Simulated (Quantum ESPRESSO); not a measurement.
## CaCo2As2: parallel and opposed starts

A self-consistent run ends on one state, which hangs on the start. Several orders of CaCo2As2 are started in Quantum ESPRESSO and their energies compared.

Calculated with Quantum ESPRESSO 7.5; LDA; plane waves with GBRV 1.5 LDA potentials, no spin-orbit coupling.

This is a report of a sequence of runs, with most program output left out.

### 1. The structure

The structure is tetragonal, space group I4/mmm (No. 139). Conventional cell: a = 4.009 Å, b = 4.009 Å, c = 10.094 Å, α = 90.00°, β = 90.00°, γ = 90.00°. Nearest to Ca lie 10 As at 3.15 to 3.67 Å and 8 Co at 3.22 Å. Co has 4 As at 2.31 Å and 4 Co at 2.83 Å and 4 Ca at 3.22 Å nearest. As has 4 Co at 2.31 Å and 5 As at 2.76 to 3.64 Å and 5 Ca at 3.15 to 3.67 Å nearest. Farther neighbours are not listed.

The cell comes from Materials Project 2023-11-01, a database of computed structures, and need not be the stable phase.

### 2. Run 1 (ferro ++)

The signs are those of the starting moments on the seeded atoms, the atoms that are given a moment.

The input, pw.in:

```
&CONTROL
  calculation = 'scf'
  prefix = 'pwscf'
  outdir = './tmp'
  pseudo_dir = './pseudo'
  disk_io = 'nowf'
/
&SYSTEM
  ibrav = 0
  nat = 5
  ntyp = 3
  ecutwfc = 40
  ecutrho = 280
  nbnd = 39
  occupations = 'smearing'
  smearing = 'fd'
  degauss = 0.00734986
  nspin = 2
  starting_magnetization(1) = 0
  starting_magnetization(2) = 0.1176
  starting_magnetization(3) = 0
/
&ELECTRONS
  conv_thr = 1d-08
  electron_maxstep = 150
  mixing_beta = 0.3
/
ATOMIC_SPECIES
Ca     40.0780 ca_lda_v1.uspp.F.UPF
Co     58.9332 co_lda_v1.2.uspp.F.UPF
As     74.9216 as_lda_v1.uspp.F.UPF
CELL_PARAMETERS angstrom
  -2.0043614094    2.0043614094    5.0470084001
   2.0043614094   -2.0043614094    5.0470084001
   2.0043614094    2.0043614094   -5.0470084001
ATOMIC_POSITIONS crystal
Ca      0.0000000000    0.0000000000    0.0000000000
Co      0.7500000000    0.2500000000    0.5000000000
Co      0.2500000000    0.7500000000    0.5000000000
As      0.3634838400    0.3634838400    0.0000000000
As      0.6365161600    0.6365161600    0.0000000000
K_POINTS automatic
10 10 10 0 0 0
```

On the command line:

```sh
$ OMP_NUM_THREADS=1 mpirun -n 4 pw.x -nk 4 -in pw.in > pw.out
```

Elapsed: 3.5 min, on 4 MPI ranks of Arm Neoverse V2, shared host; peak memory 0.75 GiB; 14 min of CPU time.

Spin moment in the atom's sphere by atom:

```tsv
atom	spin moment in the atom's sphere (μB)
Ca1	0.008
Co2	0.552
Co3	0.552
As4	0.002
As5	0.002
```

Read from the output:

- smearing term TS: 0.1193 eV
- magnetization: 1.134 μB
- absolute magnetization: 1.217 μB
- final state: ferromagnetic

### 3. Start 2: antiferro +−

Edit pw.in of step 2 so:

```diff
@@ -10,6 +10,6 @@
   nat = 5
-  ntyp = 3
+  ntyp = 4
   ecutwfc = 40
   ecutrho = 280
-  nbnd = 39
+  nbnd = 37
   occupations = 'smearing'
@@ -20,3 +20,4 @@
   starting_magnetization(2) = 0.1176
-  starting_magnetization(3) = 0
+  starting_magnetization(3) = -0.1176
+  starting_magnetization(4) = 0
 /
@@ -29,3 +30,4 @@
 Ca     40.0780 ca_lda_v1.uspp.F.UPF
-Co     58.9332 co_lda_v1.2.uspp.F.UPF
+Co1    58.9332 co_lda_v1.2.uspp.F.UPF
+Co2    58.9332 co_lda_v1.2.uspp.F.UPF
 As     74.9216 as_lda_v1.uspp.F.UPF
@@ -37,4 +39,4 @@
 Ca      0.0000000000    0.0000000000    0.0000000000
-Co      0.7500000000    0.2500000000    0.5000000000
-Co      0.2500000000    0.7500000000    0.5000000000
+Co1     0.7500000000    0.2500000000    0.5000000000
+Co2     0.2500000000    0.7500000000    0.5000000000
 As      0.3634838400    0.3634838400    0.0000000000
```

Elapsed: 4.4 min, on 4 MPI ranks; peak memory 0.75 GiB.

Spin moment in the atom's sphere by atom:

```tsv
atom	spin moment in the atom's sphere (μB)
Ca1	0.0000
Co2	0.0004
Co3	-0.0005
As4	0.0000
As5	0.0000
```

This step gave:

* smearing term TS: 0.1722 eV
* magnetization: 0 μB
* absolute magnetization: 0 μB
* final state: non-magnetic

### 4. Run 3, typed as antiferro q=(0,0,1/2) +−+−

This order needs a doubled cell of 10 atoms. The wavevector q is in fractions of the reciprocal vectors of the crystal's primitive cell, as the cells of these inputs are built from it; moments change sign between cells as cos(2π q·R).

The input, pw.in:

```
&CONTROL
  calculation = 'scf'
  prefix = 'pwscf'
  outdir = './tmp'
  pseudo_dir = './pseudo'
  disk_io = 'nowf'
/
&SYSTEM
  ibrav = 0
  nat = 10
  ntyp = 4
  ecutwfc = 40
  ecutrho = 280
  nbnd = 69
  occupations = 'smearing'
  smearing = 'fd'
  degauss = 0.00734986
  nspin = 2
  starting_magnetization(1) = 0
  starting_magnetization(2) = 0.1176
  starting_magnetization(3) = -0.1176
  starting_magnetization(4) = 0
/
&ELECTRONS
  conv_thr = 2d-08
  electron_maxstep = 150
  mixing_beta = 0.3
/
ATOMIC_SPECIES
Ca     40.0780 ca_lda_v1.uspp.F.UPF
Co1    58.9332 co_lda_v1.2.uspp.F.UPF
Co2    58.9332 co_lda_v1.2.uspp.F.UPF
As     74.9216 as_lda_v1.uspp.F.UPF
CELL_PARAMETERS angstrom
  -2.0043614094    2.0043614094    5.0470084001
   2.0043614094   -2.0043614094    5.0470084001
   4.0087228188    4.0087228188  -10.0940168002
ATOMIC_POSITIONS crystal
Ca      0.0000000000    0.0000000000    0.0000000000
Ca      0.0000000000    0.0000000000    0.5000000000
Co1     0.7500000000    0.2500000000    0.2500000000
Co2     0.7500000000    0.2500000000    0.7500000000
Co1     0.2500000000    0.7500000000    0.2500000000
Co2     0.2500000000    0.7500000000    0.7500000000
As      0.3634838400    0.3634838400    0.0000000000
As      0.3634838400    0.3634838400    0.5000000000
As      0.6365161600    0.6365161600    0.0000000000
As      0.6365161600    0.6365161600    0.5000000000
K_POINTS automatic
10 10 5 0 0 0
```

Run time: 20 min. Hardware: 4 MPI ranks; peak memory 1.7 GiB.

Spin moment in the atom's sphere by atom:

```tsv
atom	spin moment in the atom's sphere (μB)
Ca1	0.000
Ca2	0.000
Co3	0.159
Co4	-0.159
Co5	0.159
Co6	-0.159
As7	0.000
As8	0.000
As9	0.000
As10	0.000
```

Numbers from this step:

```yaml
smearing_term_ts: 0.3371 eV
magnetization: 0 μB
absolute_magnetization: 0.702 μB
final_state: antiferromagnetic
```

### 5. Run 4 (no spin polarisation)

The input, pw.in:

```
&CONTROL
  calculation = 'scf'
  prefix = 'pwscf'
  outdir = './tmp'
  pseudo_dir = './pseudo'
  disk_io = 'nowf'
/
&SYSTEM
  ibrav = 0
  nat = 5
  ntyp = 3
  ecutwfc = 40
  ecutrho = 280
  nbnd = 37
  occupations = 'smearing'
  smearing = 'fd'
  degauss = 0.00734986
/
&ELECTRONS
  conv_thr = 1d-08
  electron_maxstep = 150
  mixing_beta = 0.3
/
ATOMIC_SPECIES
Ca     40.0780 ca_lda_v1.uspp.F.UPF
Co     58.9332 co_lda_v1.2.uspp.F.UPF
As     74.9216 as_lda_v1.uspp.F.UPF
CELL_PARAMETERS angstrom
  -2.0043614094    2.0043614094    5.0470084001
   2.0043614094   -2.0043614094    5.0470084001
   2.0043614094    2.0043614094   -5.0470084001
ATOMIC_POSITIONS crystal
Ca      0.0000000000    0.0000000000    0.0000000000
Co      0.7500000000    0.2500000000    0.5000000000
Co      0.2500000000    0.7500000000    0.5000000000
As      0.3634838400    0.3634838400    0.0000000000
As      0.6365161600    0.6365161600    0.0000000000
K_POINTS automatic
10 10 10 0 0 0
```

Run time: 1.7 min. Hardware: 4 MPI ranks; peak memory 0.55 GiB.

This step gave:

| Property | Result |
| --- | --- |
| smearing term TS | 0.1722 eV |
| final state | non-magnetic (no spin polarisation) |

### 6. The states side by side

An order is kept where moments of 0.15 μB or more survive with the typed signs; meshes match where a doubled cell samples the same k points as the first cell.

Orders:

```tsv
start	final state	typed order kept	energy over the lowest (meV a seeded atom)	largest site moment (μB)	net moment (μB a cell of the first run)	mesh matched	CPU time (s)
ferro ++	ferromagnetic	yes	0	0.5521	1.134	yes	829.9
antiferro +-	non-magnetic	no	9.741	5.43e-4	0	yes	1059
antiferro q=(0,0,1/2) +-+-	antiferromagnetic	yes	9.678	0.1594	0	yes	4804
no spin polarisation	non-magnetic	-	9.741	0	0	yes	405.6
```

### 7. What came out

* lowest state found: ferromagnetic (from ferro ++)
* largest site moment: 0.552 μB
* next state with moments: antiferromagnetic, 9.68 meV a seeded atom higher
* state without moments: 9.74 meV a seeded atom higher

What this shows: At this level spin polarisation gains little. The smearing terms TS of the orders run from 60 to 84 meV a seeded atom, so the differences would change at a smaller width: an order with a larger TS is lowered more by the smearing. 1 start lost its moments. Only these 4 starts were compared; other wavevectors, canted and longer-period orders were not. Energies are free energies at an electronic temperature of 1160 K, which lowers moments and differences where the moments are itinerant.

[Logs and program files are shortened in this print: banners, set-up blocks, solver, clock and traceback lines can be left out without a mark of their own.]

[Logs are printed without paths, hosts, clocks, repeated set-up lines and the standing remarks that a program may print on its own settings, such as how far it seeks lower states.]

[Hosts, paths, dates, database ids (printed as entryN), source tags and the programs' standing remarks are cut or masked in the printed files.]

[Where a cell is said to come from a database of computed structures, the database is the Materials Project.]
